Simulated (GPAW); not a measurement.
# Mg3CdS4 (ordered alloy, started on the rocksalt lattice) (Pm-3m): one start, several treatments of the self-energy, part 2 of 2

How much does the gap of Mg3CdS4 (ordered alloy, started on the rocksalt lattice) (Pm-3m) depend on the approximation to the self-energy?

GPAW 26.7.0; PBE and many-body steps on it, plane waves. Known limits of the many-body steps: not at the basis limit; no spin-orbit coupling; coarse k mesh.

So far. Step 2 (Empty states on the mesh, 2×2×2 mesh, 512 bands): On this mesh the gap is 0.489 eV. Step 3 (G0W0, Godby-Needs plasmon pole): The gap on the mesh goes from 0.49 eV to 1.37 eV, a correction of +0.88 eV.

The structure was built from a prototype and need not be the compound's stable phase.

## (5) G0W0, extrapolated in the cutoff

This step: G0W0 on PBE, plane waves, PAW.

The input, run.py:

```python
import json
import numpy as np
from gpaw.mpi import world
from gpaw.response.g0w0 import G0W0

gw = G0W0('full.gpw',
    filename='gw',
    kpts=[0, 3],
    bands=(31, 35),
    ecut=130.0,
    integrate_gamma='WS',
    ppa=True,
    ecut_extrapolation=True)
gw.calculate()
res = {mode: {k: v for k, v in r.items() if k != 'sigma_eskwn'}
       for mode, r in gw.all_results.items()}

if world.rank == 0:
    with open('result.json', 'w') as f:
        json.dump(res, f, default=lambda x: x.tolist())
```

Run with:

```sh
> mpirun -n 4 gpaw python run.py
```

Numbers of over 12 decimals in the logs are rounded to 6 here.

The program printed:

```text
Using integrator: PointIntegrator
FrequencyGridDescriptor(from 0.000+0.000j to 0.000+27.211j eV, 2 points)
Nonperiodic BCs:  [False False False]
Using integrator: PointIntegrator
FrequencyGridDescriptor(from 0.000+0.000j to 0.000+27.211j eV, 2 points)
Nonperiodic BCs:  [False False False]
  ___  _ _ _
 |   || | | |
 | | || | | |
 |__ ||_____|
 |___|

BZ k-points: Symmetries present (total): 48

  [... matrices ...]
8 k-points: 2 x 2 x 2 Monkhorst-Pack grid + [1/4,1/4,1/4]
4 k-points in the irreducible part of the Brillouin zone
       k-points in crystal coordinates                weights
   0:     0.00000000    0.00000000    0.00000000          1/8
   1:     0.50000000    0.00000000    0.00000000          3/8
   2:     0.50000000    0.50000000    0.00000000          3/8
   3:     0.50000000    0.50000000    0.50000000          1/8

Distributing spins, k-points and bands (1 x 2 x 4) over 4 processes
Number of blocks: 1

Quasi particle states:
k-points (IBZ indices): [0, 3]
Band range: (31, 35)
  [... matrices ...]
Computational parameters:
Extrapolating to infinite plane wave cut-off using points at:
  112.031 eV
  120.183 eV
  130.000 eV
Number of bands: 502
Coulomb cutoff: None
Broadening: 0.1 eV

fxc modes: GW
Kernel: RPA
Using Godby-Needs plasmon-pole approximation:
  Fitting energy: i*E0, E0 = 1.000 Hartree
Summing all q:

Calculating screened Coulomb potential
No Coulomb truncation
FrequencyGridDescriptor(from 0.000+0.000j to 0.000+27.211j eV, 2 points)
Removing empty qpoint cache files...

Calculating chi0 body with:
    Ground state adapter containing:
    Number of spins: 1
    Number of kpoints: 8
    Number of irreducible kpoints: 4
    Number of completely occupied states: 33
    Number of partially occupied states: 33
[...]
chi0_wGG: 7.178497 M / cpu
Integrating chi0 body.

Symmetries of q_c:
    Direct symmetries (Uq -> q): 48
    Indirect symmetries (TUq -> q): 0
In total 48 allowed symmetries.

  [... matrices ...]
4 groups of equivalent kpoints. 50.0% reduction.

Integral kind: response function
Integrating chi0 head and wings.

Symmetries of q_c:
    Direct symmetries (Uq -> q): 48
    Indirect symmetries (TUq -> q): 0
In total 48 allowed symmetries.

  [... matrices ...]
4 groups of equivalent kpoints. 50.0% reduction.

Integral kind: response function wings

Calculating chi0 body with:
    Ground state adapter containing:
    Number of spins: 1
    Number of kpoints: 8
    Number of irreducible kpoints: 4
    Number of completely occupied states: 33
    Number of partially occupied states: 33
    Occupied states memory: 9.911179 M / cpu

[... the further q-points ...]
Extrapolating selfenergy to infinite energy cutoff:
  Performing linear fit to 3 points
  Warning: Bad quality of linear fit for some (n,k).
           Higher cutoff might be necessary.
  Minimum R^2 = 0.7702. (R^2 Should be close to 1)
  [... matrices ...]
Results:
f:      Occupation numbers
eps:     KS-eigenvalues [eV]
vxc:     KS vxc [eV]
exx:     Exact exchange [eV]
sigma:   Self-energies [eV]
dsigma:  Self-energy derivatives
Z:       Renormalization factors
qp:      QP-energies [eV]

k-point 0 (0): (0.000, 0.000, 0.000)                GW
band       f     eps     vxc     exx   sigma  dsigma       Z      qp
                                                                   GW
  31   1.000   4.539 -15.366 -18.290   1.621  -0.291   0.775   3.529
  32   1.000   4.539 -15.366 -18.290   1.621  -0.291   0.775   3.529
  33   0.000   5.767 -13.742  -9.761  -3.846  -0.236   0.809   5.876
[...]
k-point 1 (3): (0.500, 0.500, 0.500)                GW
band       f     eps     vxc     exx   sigma  dsigma       Z      qp
                                                                   GW
[...]
33   0.000   8.941 -10.648  -6.244  -4.279  -0.221   0.819   9.044
  34   0.000   8.941 -10.648  -6.244  -4.279  -0.221   0.819   9.044
```

It took 3.3 min on 4 MPI ranks of Arm Neoverse V1, shared host; peak memory 2.5 GiB.

Numbers from this step:

* quasiparticle gap on the points computed: 1.456 eV
* least direct quasiparticle gap on the computed points: 2.347 eV
* Z at the valence top: 0.7784
* Z at the conduction bottom: 0.8089
* starting gap on the mesh: 0.4888 eV
* k of the valence top: 0.5, 0.5, 0.5
* k of the conduction bottom: 0, 0, 0
* gaps at the cutoffs of the extrapolation: 1.394, 1.400, 1.407 eV

Against G0W0 in GPAW (2×2×2 mesh, 233 bands, screening to 78 eV, Godby-Needs plasmon pole), the gap moves by +0.085 eV.

## (6) One-shot Hartree-Fock

This step: one-shot Hartree-Fock levels on PBE orbitals, plane waves, PAW.

The input, run.py:

```python
import json
import numpy as np
from gpaw.mpi import world
from gpaw.hybrids.eigenvalues import non_self_consistent_eigenvalues

dft, vxc, vxc_hyb = non_self_consistent_eigenvalues('full.gpw', 'EXX', 31, 35, kpt_indices=[0, 3])
res = {'dft': dft[0], 'hybrid': (dft - vxc + vxc_hyb)[0]}
if world.rank == 0:
    with open('hybrid.txt', 'w') as f:
        for k, e0, e1 in zip([0, 3], res['dft'], res['hybrid']):
            print(k, ' '.join(f'{x:9.4f}' for x in e0), '|', ' '.join(f'{x:9.4f}' for x in e1), file=f)

if world.rank == 0:
    with open('result.json', 'w') as f:
        json.dump(res, f, default=lambda x: x.tolist())
```

Run with:

```sh
> mpirun -n 4 gpaw python run.py
```

The program printed:

```text
IBZ(<points: 4, symmetries: 48>)
Occupied bands: 33
Transforming wave functions from IBZ to BZ: 0.009 seconds
Distributing wave functions and iFFT-ing to real space: 0.053 seconds
Calculating eigenvalues:
  k-points: 2
  Bands: 31-34 (inclusive)
  Seconds: 0.566 (wave-function broadcasting: 0.016 seconds)
HSE06-eigenvalue shifts:
  min: -2.925 eV
  ave: 0.684 eV
  max: 4.404 eV
```

Run time: 3.7 s. Hardware: 4 MPI ranks; peak memory 0.47 GiB.

Numbers from this step:

```yaml
starting_gap_on_the_mesh: 0.4888 eV
hybrid_gap_on_the_mesh: 7.277 eV
least_direct_hybrid_gap_on_the_computed_points: 8.133 eV
```

## (7) G0W0, full frequency, Hilbert transform

This step: G0W0 on PBE, plane waves, PAW.

The input, run.py:

```python
import json
import numpy as np
from gpaw.mpi import world
from gpaw.response.g0w0 import G0W0

gw = G0W0('full.gpw',
    filename='gw',
    kpts=[0, 3],
    bands=(31, 35),
    ecut=78,
    nbands=233,
    integrate_gamma='WS',
    frequencies={'type': 'nonlinear', 'domega0': 0.1, 'omega2': 15.0},
    eta=0.1,
    nblocksmax=True)
gw.calculate()
res = {mode: {k: v for k, v in r.items() if k != 'sigma_eskwn'}
       for mode, r in gw.all_results.items()}

if world.rank == 0:
    with open('result.json', 'w') as f:
        json.dump(res, f, default=lambda x: x.tolist())
```

Run with:

```sh
> mpirun -n 4 gpaw python run.py
```

The program printed:

```text
Using integrator: PointIntegrator
NonLinearFrequencyDescriptor(from 0.000 to 140.687 eV, 289 points)
Nonperiodic BCs:  [False False False]
Using integrator: PointIntegrator
NonLinearFrequencyDescriptor(from 0.000 to 140.687 eV, 289 points)
Nonperiodic BCs:  [False False False]
  ___  _ _ _
 |   || | | |
 | | || | | |
 |__ ||_____|
 |___|

BZ k-points: Symmetries present (total): 48

  [... matrices ...]
8 k-points: 2 x 2 x 2 Monkhorst-Pack grid + [1/4,1/4,1/4]
4 k-points in the irreducible part of the Brillouin zone
       k-points in crystal coordinates                weights
[...]
GW
  31   1.000   4.539 -15.366 -18.290   2.293  -0.383   0.723   4.083
  32   1.000   4.539 -15.366 -18.290   2.293  -0.383   0.723   4.083
  33   0.000   5.767 -13.742  -9.761  -3.300  -0.282   0.780   6.298
[...]
k-point 1 (3): (0.500, 0.500, 0.500)                GW
band       f     eps     vxc     exx   sigma  dsigma       Z      qp
                                                                   GW
[...]
33   0.000   8.941 -10.648  -6.244  -3.874  -0.253   0.798   9.364
  34   0.000   8.941 -10.648  -6.244  -3.874  -0.253   0.798   9.364
```

Wall time 2.4 min (4 MPI ranks); peak memory 2.5 GiB.

This step gave:

| Item | Value |
| --- | --- |
| G0W0 gap on the points computed | 1.366 eV |
| least direct G0W0 gap on the computed points | 2.216 eV |
| starting gap on the mesh | 0.4888 eV |
| k of the valence top | 0.5, 0.5, 0.5 |
| k of the conduction bottom | 0, 0, 0 |

Against G0W0 in GPAW (2×2×2 mesh, 233 bands, screening to 78 eV, Godby-Needs plasmon pole), the gap moves by −0.004 eV.

## (8) The runs together

Times are wall times on 4 MPI ranks of Arm Neoverse V1, shared host, good to a factor of about two.

```
                                    run   mesh  bands  screening cutoff (eV)  DFT gap (eV)  gap on the mesh (eV)  direct (eV)     time
         G0W0, Godby-Needs plasmon pole  2×2×2    233                     78         0.489                 1.371        2.247     33 s
                         one-shot HSE06  2×2×2      -                      -         0.489                 1.470        2.213    4.2 s
       G0W0, extrapolated in the cutoff  2×2×2      -                    130         0.489                 1.456        2.347  3.3 min
                  one-shot Hartree-Fock  2×2×2      -                      -         0.489                 7.277        8.133    3.7 s
G0W0, full frequency, Hilbert transform  2×2×2    233                     78         0.489                 1.366        2.216  2.4 min
```

## (9) Summary of results

```json
{"G0W0, Godby-Needs plasmon pole": "1.371 eV", "one-shot HSE06": "1.470 eV", "G0W0, extrapolated in the cutoff": "1.456 eV", "one-shot Hartree-Fock": "7.277 eV", "G0W0, full frequency, Hilbert transform": "1.366 eV", "known limits": "not at the basis limit; no spin-orbit coupling; coarse k mesh"}
```

In words: One-shot HSE06: +0.099 eV against G0W0, Godby-Needs plasmon pole. G0W0, extrapolated in the cutoff: +0.085 eV against G0W0, Godby-Needs plasmon pole, at other bands or cutoff, so not like for like. One-shot Hartree-Fock: +5.907 eV against G0W0, Godby-Needs plasmon pole. G0W0, full frequency, Hilbert transform: −0.004 eV against G0W0, Godby-Needs plasmon pole. Bare exchange alone opens the gap to 7.28 eV; against G0W0, correlation takes back 5.91 eV. One-shot hybrid levels are evaluated on the PBE orbitals. Bands and cutoff are finite, so the gap is not at the basis limit. The miss can reach some tenths of an eV and take either sign; the mesh is an error of its own. These stock PAW sets were not made for GW. In the G0W0 runs levels were corrected at 2 k points alone, so a gap called «on the mesh» is the least over those, and an edge elsewhere would be missed. The program warns of a poor linear fit in the extrapolation of some level, so the extrapolated values are rough. The 2×2×2 mesh is coarse for this cell, which bears on the long-range parts of exchange and screening. The many-body steps are scalar-relativistic: spin-orbit coupling is not in them.

[Paths, hosts, dates, memory and timing lines, banners, echoed tables and standing remarks are left out of the program output.]

[Logs are printed without paths, hosts, clocks, repeated set-up lines and the standing remarks that a program may print on its own settings, such as how far it seeks lower states.]

[Runs of the session that timed out or met a known fault of the program may be left out.]

[Hosts, paths, dates, database ids (printed as entryN), source tags and the programs' standing remarks are cut or masked in the printed files.]
